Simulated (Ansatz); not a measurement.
# TiSb3, from a guessed structure to a relaxed one

This structure for TiSb3 is made up. Its elements were placed in a known structure type with a cell scaled to their sizes. What cell does the guess relax to, and how far off was it?

Main program and level: Ansatz 0.2.0; DFT, PBE, plane-wave PAW, files of the set soft_1, scalar-relativistic, no spin, cell and ions relaxed at zero pressure; PAW set soft_1.

### Step 1. Set-up

The structure is cubic, space group Fm-3m (No. 225). The conventional cell has a = 7.450 Å, b = 7.450 Å, c = 7.450 Å, α = 90.00°, β = 90.00°, γ = 90.00°. Sb has 8 Sb at 3.23 Å nearest. Sb has 4 Sb at 3.23 Å and 4 Ti at 3.23 Å nearest. Ti has 8 Sb at 3.23 Å nearest. Farther neighbours are not listed.

### Step 2. Relaxation of the guess

The guess takes its coordinates from another compound and its volume from a rule, so the cell and any free coordinates are relaxed together.

Contents of input.yaml:

```yaml
crystal:
  lattice:
    - [0.0, 3.725, 3.725]
    - [3.725, 0.0, 3.725]
    - [3.725, 3.725, 0.0]
  atoms:
    - { symbol: Sb, position: [0.5, 0.5, 0.5] }
    - { symbol: Sb, position: [0.75, 0.75, 0.75] }
    - { symbol: Sb, position: [0.25, 0.25, 0.25] }
    - { symbol: Ti, position: [0.0, 0.0, 0.0] }
kpoints:
  mp_grid: { grid: [6, 6, 6] }
scf:
  occupations: { method: fermi_dirac, width: 0.05 }
hamiltonian:
  xc: pbe
  pseudopotentials: { kind: paw, azcp: { folder: soft_1 } }
relax:
  f_tol: 0.015
  max_steps: 70
  cell: {}
output:
  forces: true
  stress: true
```

Started as:

```sh
> ansatz run input.yaml --threads 4 --pin off --max-ram 8192MiB --backend cpu --events-out ev --progress --plain --runs-dir out
```

Numbers of over 12 decimals in the logs are rounded to 6 here.

The log of the run:

```text
Engine: ansatz 0.2.0, x86_64-unknown-linux-gnu
Pseudopotentials: kind: paw
Pseudopotential: Sb, paw, valence charge 15, recommended cutoff 420 eV (normal), soft_1/Sb.paw.azcp
Pseudopotential: Ti, paw, valence charge 12, recommended cutoff 420 eV (normal), soft_1/Ti.paw.azcp
Functional definition: PBE
  parameter kappa = 0.804
  parameter beta = 0.066725
  exchange = pbe_x(kappa = kappa, mu = beta*pi^2/3)
  correlation = pbe_c(beta = beta)
Crystal: 4 atoms, lattice volume = 103.373 Å³
Basis set: ecut = 420 eV, 1989 PW (Γ), exchange–correlation on 72×72×72 points (8 copies of the dense FFT grid, shifted against one another)
Bands: 35, of which v1, the nominal top of the filled ones, is band 29 counted from 1 (28 counted from 0)
Symmetry: 48 space group operations
Space group: Fm-3m (ITA 225), of the structure as read, at distance tolerance 4.7e-5 Å
k-points: 16 of 216
Non-local potential: Sb, projectors of the file, l = 0: 2, l = 1: 2, l = 2: 2, l = 3: 1
Non-local potential: Ti, projectors of the file, l = 0: 3, l = 1: 2, l = 2: 3, l = 3: 1
PAW form: soft (Blöchl's): semilocal exchange-correlation on the pseudo side does not see the compensation charge
PAW one-centre angular grid: Sb, 590 points (default); XC on 64 Gauss nodes
PAW one-centre angular grid: Ti, 590 points (default); XC on 64 Gauss nodes
Initial density: superposition of atomic densities (chi_scale 0.1, normalization cell, long waves kept (reshape's long-wave potential 0.00 eV rms))
Initial wavefunctions: pseudopotential atomic-orbital guess
Functional: x = pbe(κ = 0.804, μ = 0.219515), c = pbe(β = 0.066725)
SCF iter   1: F=—  HF=-21955.137772 eV  |F-HF|=—  |Δ(HF+E_count)|=         —  Δρ=1.42e-1  dr2=4.58e1  ethr=3.10e-3  ⟨swp⟩=6.1  Hψ=2134  notcnv=0
preconditioner: auto → Kerker (q_TF=auto, 2.471 Å⁻¹)  [metal: Δε(μ)=0.012 eV  Ē_g=5.311 eV  σ=0.050 eV  W_gap=0.06  n_scr=26 (ndim 8)  ℏωp=15.9 eV  f_vac=0.000  D(μ)=9.36/eV (n_scr^D=112)]
SCF iter   2: F=—  HF=-21953.051329 eV  |F-HF|=—  |Δ(HF+E_count)|=    2.09e0  Δρ=6.34e-2  dr2=1.04e1  ethr=3.10e-3  ⟨swp⟩=2.6  Hψ=825  notcnv=0  defer=4
SCF iter   3: F=—  HF=-21952.303563 eV  |F-HF|=—  |Δ(HF+E_count)|=   7.48e-1  Δρ=1.27e-2  dr2=4.23e-1  ethr=3.10e-3  ⟨swp⟩=2.3  Hψ=746  notcnv=0  defer=2
SCF iter   4: F=—  HF=-21952.271321 eV  |F-HF|=—  |Δ(HF+E_count)|=   3.22e-2  Δρ=1.31e-3  dr2=2.27e-3  ethr=7.42e-4  ⟨swp⟩=2.3  Hψ=761  notcnv=0
SCF iter   5: F=—  HF=-21952.272249 eV  |F-HF|=—  |Δ(HF+E_count)|=   9.27e-4  Δρ=3.26e-4  dr2=1.37e-4  ethr=3.98e-6  ⟨swp⟩=2.2  Hψ=826  notcnv=0
SCF iter   6: F=—  HF=-21952.272275 eV  |F-HF|=—  |Δ(HF+E_count)|=   2.62e-5  Δρ=9.80e-5  dr2=1.02e-5  ethr=2.40e-7  ⟨swp⟩=3.0  Hψ=1046  notcnv=0
SCF iter   7: F=—  HF=-21952.272279 eV  |F-HF|=—  |Δ(HF+E_count)|=   4.05e-6  Δρ=2.48e-5  dr2=7.28e-7  ethr=1.80e-8  ⟨swp⟩=2.0  Hψ=945  notcnv=0
SCF iter   8: F=-21952.272279 eV  HF=-21952.272279 eV  |F-HF|=5.83e-9  |Δ(HF+E_count)|=   2.24e-7  Δρ=5.16e-6  dr2=2.94e-8  ethr=1.75e-10  ⟨swp⟩=5.0  Hψ=2114  notcnv=0
SCF 1 converged in 8 iterations: F = -21952.272279 eV  dr2 = 2.94e-8
  greatest PAW one-centre occupation: 0.999 electrons in one spin orbital (limit 2), on the Ti atom at site 3 (counted from 0), in its partial waves of l = 0
relax step   1: F+E_penalty+E_count = -21952.27227881 eV  Δ(F+E_penalty+E_count) = +0.000e0 eV  max|allowed force component| = 3.585e-17 eV/Å  Δτ_max = 0.0000 Å  P = -3.981 GPa  Ω = 103.373 Å³  (8 SCF iters, dr2 threshold 1.00e-7 eV, accepted)
Crystal: 4 atoms, lattice volume = 93.481 Å³
Basis set: ecut = 420 eV, 1837 PW (Γ), exchange–correlation on 72×72×72 points (8 copies of the dense FFT grid, shifted against one another)
Initial density: handed on by an earlier stage of this run
Initial wavefunctions: those handed on with the density
iter 1 solved again at ethr=8.89e-4 eV; its pass at ethr=3.10e-3 eV (dr2=5.06e-1 eV) is discarded
SCF iter   1: F=—  HF=-21952.377023 eV  |F-HF|=—  |Δ(HF+E_count)|=         —  Δρ=1.45e-2  dr2=5.04e-1  ethr=8.89e-4  ⟨swp⟩=1.0  Hψ=2687  notcnv=0
preconditioner: auto → Kerker (q_TF=auto, 2.512 Å⁻¹)  [metal: Δε(μ)=0.046 eV  Ē_g=6.140 eV  σ=0.050 eV  W_gap=0.22  n_scr=26 (ndim 8)  ℏωp=16.7 eV  f_vac=0.000  D(μ)=7.36/eV (n_scr^D=64)]
SCF iter   2: F=—  HF=-21952.348712 eV  |F-HF|=—  |Δ(HF+E_count)|=   2.83e-2  Δρ=7.92e-3  dr2=1.63e-1  ethr=8.84e-4  ⟨swp⟩=2.0  Hψ=614  notcnv=0
SCF iter   3: F=—  HF=-21952.333306 eV  |F-HF|=—  |Δ(HF+E_count)|=   1.54e-2  Δρ=7.94e-4  dr2=1.92e-3  ethr=2.85e-4  ⟨swp⟩=2.0  Hψ=668  notcnv=0
SCF iter   4: F=—  HF=-21952.333199 eV  |F-HF|=—  |Δ(HF+E_count)|=   1.07e-4  Δρ=2.01e-4  dr2=5.06e-5  ethr=3.37e-6  ⟨swp⟩=1.9  Hψ=665  notcnv=0
SCF iter   5: F=—  HF=-21952.333203 eV  |F-HF|=—  |Δ(HF+E_count)|=   4.34e-6  Δρ=3.37e-5  dr2=9.26e-7  ethr=8.88e-8  ⟨swp⟩=2.0  Hψ=693  notcnv=0
SCF iter   6: F=-21952.333203 eV  HF=-21952.333203 eV  |F-HF|=6.91e-8  |Δ(HF+E_count)|=   5.86e-8  Δρ=9.77e-6  dr2=9.62e-8  ethr=7.02e-10  ⟨swp⟩=4.9  Hψ=1801  notcnv=0
SCF 2 converged in 6 iterations: F = -21952.333203 eV  dr2 = 9.62e-8
relax step   2: F+E_penalty+E_count = -21952.33320318 eV  Δ(F+E_penalty+E_count) = -6.092e-2 eV  max|allowed force component| = 7.633e-17 eV/Å  Δτ_max = 0.0000 Å  P = +2.652 GPa  Ω = 93.481 Å³  energy of the carried Pulay correction = +1.129e-3 eV  (6 SCF iters, dr2 threshold 4.00e-7 eV, accepted)
Crystal: 4 atoms, lattice volume = 97.200 Å³
Basis set: ecut = 420 eV, 1917 PW (Γ), exchange–correlation on 72×72×72 points (8 copies of the dense FFT grid, shifted against one another)
iter 1 solved again at ethr=1.45e-4 eV; its pass at ethr=3.10e-3 eV (dr2=8.25e-2 eV) is discarded
SCF iter   1: F=—  HF=-21952.366970 eV  |F-HF|=—  |Δ(HF+E_count)|=         —  Δρ=5.72e-3  dr2=8.28e-2  ethr=1.45e-4  ⟨swp⟩=1.0  Hψ=2771  notcnv=0
preconditioner: auto → Kerker (q_TF=auto, 2.496 Å⁻¹)  [metal: Δε(μ)=0.039 eV  Ē_g=6.102 eV  σ=0.050 eV  W_gap=0.19  n_scr=26 (ndim 8)  ℏωp=16.4 eV  f_vac=0.000  D(μ)=6.88/eV (n_scr^D=64)]
SCF iter   2: F=—  HF=-21952.361716 eV  |F-HF|=—  |Δ(HF+E_count)|=   5.25e-3  Δρ=3.02e-3  dr2=2.56e-2  ethr=1.45e-4  ⟨swp⟩=2.0  Hψ=606  notcnv=0
SCF iter   3: F=—  HF=-21952.359149 eV  |F-HF|=—  |Δ(HF+E_count)|=   2.57e-3  Δρ=2.74e-4  dr2=1.27e-4  ethr=4.48e-5  ⟨swp⟩=1.8  Hψ=578  notcnv=0
SCF iter   4: F=—  HF=-21952.359142 eV  |F-HF|=—  |Δ(HF+E_count)|=   7.67e-6  Δρ=5.45e-5  dr2=3.94e-6  ethr=2.24e-7  ⟨swp⟩=2.0  Hψ=715  notcnv=0
SCF iter   5: F=—  HF=-21952.359141 eV  |F-HF|=—  |Δ(HF+E_count)|=   1.07e-6  Δρ=1.76e-5  dr2=6.21e-7  ethr=6.92e-9  ⟨swp⟩=2.0  Hψ=959  notcnv=0
SCF iter   6: F=-21952.359141 eV  HF=-21952.359141 eV  |F-HF|=4.95e-9  |Δ(HF+E_count)|=   4.71e-8  Δρ=4.11e-6  dr2=9.78e-9  ethr=7.02e-10  ⟨swp⟩=4.3  Hψ=1717  notcnv=0
SCF 3 converged in 6 iterations: F = -21952.359141 eV  dr2 = 9.78e-9
relax step   3: F+E_penalty+E_count = -21952.35914068 eV  Δ(F+E_penalty+E_count) = -2.594e-2 eV  max|allowed force component| = 1.041e-16 eV/Å  Δτ_max = 0.0000 Å  P = -0.279 GPa  Ω = 97.200 Å³  energy of the carried Pulay correction = +6.916e-4 eV  (6 SCF iters, dr2 threshold 4.00e-7 eV, accepted)
Crystal: 4 atoms, lattice volume = 96.825 Å³
iter 1 solved again at ethr=1.38e-6 eV; its pass at ethr=3.10e-3 eV (dr2=7.89e-4 eV) is discarded
SCF iter   1: F=—  HF=-21952.359591 eV  |F-HF|=—  |Δ(HF+E_count)|=         —  Δρ=5.56e-4  dr2=7.80e-4  ethr=1.38e-6  ⟨swp⟩=3.0  Hψ=2606  notcnv=0
preconditioner: auto → Kerker (q_TF=auto, 2.498 Å⁻¹)  [metal: Δε(μ)=0.055 eV  Ē_g=6.071 eV  σ=0.050 eV  W_gap=0.26  n_scr=26 (ndim 8)  ℏωp=16.4 eV  f_vac=0.000  D(μ)=6.97/eV (n_scr^D=64)]
SCF iter   2: F=—  HF=-21952.359546 eV  |F-HF|=—  |Δ(HF+E_count)|=   4.58e-5  Δρ=2.92e-4  dr2=2.37e-4  ethr=1.37e-6  ⟨swp⟩=1.0  Hψ=560  notcnv=0
SCF iter   3: F=—  HF=-21952.359524 eV  |F-HF|=—  |Δ(HF+E_count)|=   2.11e-5  Δρ=2.62e-5  dr2=1.96e-6  ethr=4.16e-7  ⟨swp⟩=1.5  Hψ=570  notcnv=0
SCF iter   4: F=—  HF=-21952.359523 eV  |F-HF|=—  |Δ(HF+E_count)|=   1.36e-6  Δρ=7.62e-6  dr2=6.09e-8  ethr=3.44e-9  ⟨swp⟩=2.0  Hψ=701  notcnv=0
iter 5 did not close the SCF: its close was put off for the readings that it lacked (scf_convergence_deferred on its scf_iter line)
SCF iter   5: F=-21952.359523 eV  HF=-21952.359523 eV  |F-HF|=1.79e-9  |Δ(HF+E_count)|=   1.87e-8  Δρ=1.78e-6  dr2=4.01e-9  ethr=1.07e-10  ⟨swp⟩=2.0  Hψ=957  notcnv=0
SCF iter   6: F=-21952.359523 eV  HF=-21952.359523 eV  |F-HF|=6.55e-11  |Δ(HF+E_count)|=  2.55e-11  Δρ=5.57e-7  dr2=2.58e-10  ethr=7.04e-12  ⟨swp⟩=1.7  Hψ=1668  notcnv=0
SCF 4 converged in 6 iterations: F = -21952.359523 eV  dr2 = 2.58e-10
relax step   4: F+E_penalty+E_count = -21952.35952309 eV  Δ(F+E_penalty+E_count) = -3.824e-4 eV  max|allowed force component| = 1.295e-16 eV/Å  Δτ_max = 0.0000 Å  P = -0.010 GPa  Ω = 96.825 Å³  energy of the carried Pulay correction = +7.351e-4 eV  (6 SCF iters, dr2 threshold 1.94e-7 eV, accepted)
Initial wavefunctions: pseudopotential atomic-orbital guess (no wavefunctions were taken with the density)
iter 1 solved again at ethr=9.18e-8 eV; its pass at ethr=3.10e-3 eV (dr2=5.23e-5 eV) is discarded
SCF iter   1: F=—  HF=-21952.358763 eV  |F-HF|=—  |Δ(HF+E_count)|=         —  Δρ=4.76e-5  dr2=3.81e-7  ethr=9.18e-8  ⟨swp⟩=3.9  Hψ=3607  notcnv=0
preconditioner: auto → Kerker (q_TF=auto, 2.498 Å⁻¹)  [metal: Δε(μ)=0.052 eV  Ē_g=6.075 eV  σ=0.050 eV  W_gap=0.25  n_scr=26 (ndim 8)  ℏωp=16.4 eV  f_vac=0.000  D(μ)=6.95/eV (n_scr^D=64)]
SCF iter   2: F=—  HF=-21952.358749 eV  |F-HF|=—  |Δ(HF+E_count)|=   1.36e-5  Δρ=2.46e-5  dr2=1.06e-7  ethr=6.69e-10  ⟨swp⟩=2.0  Hψ=1022  notcnv=0
SCF iter   3: F=—  HF=-21952.358750 eV  |F-HF|=—  |Δ(HF+E_count)|=   1.88e-7  Δρ=5.33e-6  dr2=1.08e-8  ethr=1.86e-10  ⟨swp⟩=2.3  Hψ=1021  notcnv=0
SCF iter   4: F=—  HF=-21952.358750 eV  |F-HF|=—  |Δ(HF+E_count)|=   6.59e-9  Δρ=5.98e-7  dr2=3.95e-10  ethr=1.90e-11  ⟨swp⟩=2.1  Hψ=749  notcnv=0
SCF iter   5: F=—  HF=-21952.358750 eV  |F-HF|=—  |Δ(HF+E_count)|=  1.38e-10  Δρ=2.29e-7  dr2=6.21e-11  ethr=1.00e-12  ⟨swp⟩=2.6  Hψ=948  notcnv=0
SCF iter   6: F=-21952.358750 eV  HF=-21952.358750 eV  |F-HF|=7.28e-12  |Δ(HF+E_count)|=    0.00e0  Δρ=4.72e-8  dr2=3.15e-12  ethr=1.00e-12  ⟨swp⟩=4.1  Hψ=1713  notcnv=0
SCF 5 converged in 6 iterations: F = -21952.358750 eV  dr2 = 3.15e-12
relax step   5: F+E_penalty+E_count = -21952.35874965 eV  Δ(F+E_penalty+E_count) = +7.734e-4 eV  max|allowed force component| = 1.180e-16 eV/Å  Δτ_max = 0.0000 Å  P = -0.008 GPa  Ω = 96.825 Å³  stress off target by 8.16e-3 GPa  SCF on the basis re-selected at this cell (its energy is not comparable with the rows above)  (6 SCF iters)
basis re-selected at this cell: Δ(F+E_penalty+E_count) = +7.734e-4 eV, ΔP = +0.001 GPa vs the last step (what re-selecting the basis moved, of the pressure what is left beyond the Pulay correction that the steps carried, after the strain that the cell walked since its last selection, with what the two solves' SCF thresholds leave and, on support functions, any second-order correction that the steps lacked; it is no m [...]
SCF converged after 6 iterations
Free energy (F): -21952.358750 eV
Harris-Foulkes:  -21952.358750 eV  (|F-HF|=7.28e-12)
Internal energy: -21952.301265 eV  (E = F + TS)
E sigma→0 (E₀):  -21952.330007 eV
Entropy (-TS):   -0.057484 eV (-14.371 meV/atom)
Fermi energy:    12.394811 eV
--- Per-component energies (eV) ---
  E_band       = -566.205963
  E_kinetic    = 767.132548
  E_local      = -5098.588179  (includes V_loc(G=0)·N_el)
  E_nonlocal   = 1230.039440
  E_hartree    = 2096.922281
  E_xc         = -412.770482
  E_vxc        = -417.827821  (∫ρ·V_xc dr)
  E_paw        = -14671.042537  (= ΣΔE_a)
  E_vpaw       = -1240.806856  (= ΣTr[D̂ρ^β])
  E_aug_tail   = 0.000336  (compensation charges beyond the density's cutoff)
  E_ewald      = -5863.994673
  E_smearing   = -0.057484  (= −TS)
  E_closure    = 0.000000  (closes the sum)
  Σ components = -21952.358750   (vs F -21952.358750, Δ=0.00e0)
--- Forces (eV/Å), atoms counted from 1 ---
  atom   1  Sb     0.00000000     0.00000000     0.00000000
  atom   2  Sb    -0.00000000    -0.00000000     0.00000000
  atom   3  Sb     0.00000000     0.00000000    -0.00000000
  atom   4  Ti     0.00000000    -0.00000000     0.00000000
  max |Σ_I F_I| component: 1.85e-17 eV/Å
--- Stress (GPa, compression-positive) ---
       -0.008162      -0.000000      -0.000000
       -0.000000      -0.008162      -0.000000
       -0.000000      -0.000000      -0.008162
  P = ⅓ Tr σ = -0.0082 GPa (-0.082 kbar)
--- Relaxed structure (4 steps of the walk, 4 accepted, 1 SCFs on fresh bases) ---
  F+E_penalty+E_count = -21952.35874965 eV   max|allowed force component| = 1.180e-16 eV/Å   (the final SCF, on the basis selected at the relaxed cell)
  cell:  # Å, volume = 96.8248 Å³
    - [0, 3.644620, 3.644620]
    - [3.644620, 0, 3.644620]
    - [3.644620, 3.644620, 0]
  atoms:
    - { symbol: Sb, position: [0.5, 0.5, 0.5] }
    - { symbol: Sb, position: [0.75, 0.75, 0.75] }
    - { symbol: Sb, position: [0.25, 0.25, 0.25] }
    - { symbol: Ti, position: [0, 0, 0] }
```

It took 6 s on 4 threads of Intel Xeon Platinum 8488C (Sapphire Rapids), shared host; peak memory 0.5 GiB.

Relaxation path:

```tsv
step	energy less that of the first step (eV)	largest force component (eV/Å)	pressure (GPa)	volume (Å³)
1	0.0000	0.0000	-3.98	103.37
2	-0.0609	0.0000	2.65	93.48
3	-0.0869	0.0000	-0.28	97.20
4	-0.0872	0.0000	-0.01	96.82
5*	-0.0865	0.0000	-0.01	96.82
```

Relaxation steps marked * repeat the geometry before them on a plane-wave basis chosen anew for their cell, so energy and pressure can jump there.

The run keeps the 48 symmetry operations that it works with, so distortions that break them were not tested.

```tsv
conventional cell, symmetrised	before	after	change
a (Å)	7.450	7.289	-2.2 %
b (Å)	7.450	7.289	-2.2 %
c (Å)	7.450	7.289	-2.2 %
volume (Å³/atom)	25.84	24.21	-6.3 %
```

Final coordinates:

```xyz
4
Lattice="0.0000 3.6446 3.6446 3.6446 0.0000 3.6446 3.6446 3.6446 0.0000" Properties=species:S:1:pos:R:3 pbc="T T T"
Sb    3.6446    3.6446    3.6446
Sb    5.4669    5.4669    5.4669
Sb    1.8223    1.8223    1.8223
Ti    0.0000    0.0000    0.0000
```

This step gave:

- free energy: -21952.3587 eV
- energy at zero smearing: -21952.3300 eV
- smearing term TS: 0.05748 eV
- Fermi energy: 12.39 eV
- electrons: 57
- symmetry operations: 48
- pressure: -0.008162 GPa

Shortest distances by pair of elements, guess and relaxed (not always the same contact):

```tsv
pair	guess (Å)	relaxed (Å)
Sb–Sb	3.226	3.156
Sb–Ti	3.226	3.156
Ti–Ti	5.268	5.154
```

The relaxation ends with a pressure of -0.01 GPa.

### Step 3. Summary of results

| Property | Result |
| --- | --- |
| space group, relaxed | Fm-3m |
| conventional cell | a = 7.289, b = 7.289, c = 7.289 Å; α = 90.0°, β = 90.0°, γ = 90.0° |
| volume per atom | 24.21 Å³ (guess 25.84) |

TiSb3 relaxes to Fm-3m with a = 7.289, b = 7.289 and c = 7.289 Å. The guessed volume was 7 % too large. The space group Fm-3m was held in the relaxation, so the end point is a stationary structure within it and may be a saddle against distortions or other arrangements. Mesh and cutoff weren't tested. Spin-orbit coupling is left out, which can matter for elements this heavy. No dispersion term is used, so weakly bound directions may come out too long. The runs have no spin, and magnetism wasn't tested. Nothing here tests whether the compound is stable against decomposition.

[Logs are printed without paths, hosts, clocks, repeated set-up lines and the standing remarks that a program may print on its own settings, such as how far it seeks lower states.]

[Hosts, paths, dates, database ids (printed as entryN), source tags and the programs' standing remarks are cut or masked in the printed files.]
